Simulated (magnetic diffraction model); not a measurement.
**Magnetic neutron pattern of NiH12O6F2**

Space group C2/m (no. 12), a = 9.4930 Å, b = 6.5900 Å, c = 5.9950 Å, β = 121.16°.

```csv
site,atom,x,y,z
2a,Ni,0,0,0
4i,F,0.2322,1/2,0.8376
4i,O,0.2143,1/2,0.2896
8j,O,0.0352,0.7861,0.2504
4i,H,0.2429,1/2,0.1678
4i,H,0.3263,1/2,0.4649
8j,H,0.9399,0.2681,0.2126
8j,H,0.1104,0.7061,0.2763
```

The compound is invented for this exercise: a known structure type with other elements, its cell scaled to their sizes and not relaxed.

Only Ni is taken to order (form factors of Ni2+); orders and moment sizes are assumed, and not adapted to the symmetry. Radiation: neutrons of λ = 4.2 Å, 3° to 80°; isotropic B of 0.42 Å² (Ni), 0.56 Å² (F), 0.56 Å² (O) and 0.72 Å² (H). Simulated constant-wavelength pattern: nuclear and magnetic terms add, the magnetic one as |2.695 fm × Σ f S⊥ exp(2πi Q·r) exp(−B s²)|², summed over all Q at one angle with the factor 1/(sin²θ cos θ). For collinear order S is the moment m, which repeats by lattice and centring translations R with the sign exp(−2πi k·R). Free-ion form factors, Sears's scattering lengths of 1992, no absorption; a label names one of the reflections at its angle. The strongest nuclear line in the range is 100, and lines under 0.2 are left out.

Assume the order k = (0 1 0), collinear moments along [010], 1.84 μB on Ni.

Predict the pattern, nuclear and magnetic parts apart.

```tsv
2θ (°)	index	nuclear	magnetic
29.96	(1 0 0)	0.0	6.6
41.39	(1 0 -1)	0.0	3.5
48.33	(0 0 1)	30.4	0.0
48.45	(1 1 0)	41.5	0.0
55.37	(2 0 -1)	17.2	0.0
56.83	(1 1 -1)	100.0	0.0
62.27	(2 0 0)	5.0	0.0
62.50	(0 1 1)	0.0	1.9
68.58	(2 1 -1)	0.0	1.7
71.81	(1 0 1)	0.0	1.2
74.80	(2 1 0)	0.0	1.6
79.19	(0 2 0)	35.3	0.0
```

The strongest magnetic line in the range is (1 0 0) at 29.96° (6.6). On top of the Lorentz factor, which all lines share, magnetic lines fade with angle because f falls: for Ni2+ it is 0.92, 0.73, 0.52 and 0.21 at sin θ/λ = 0.1, 0.2, 0.3 and 0.5 Å⁻¹, while nuclear lengths stay constant. The order has no net moment.

[Logs are printed without paths, hosts, clocks, repeated set-up lines and the standing remarks that a program may print on its own settings, such as how far it seeks lower states.]
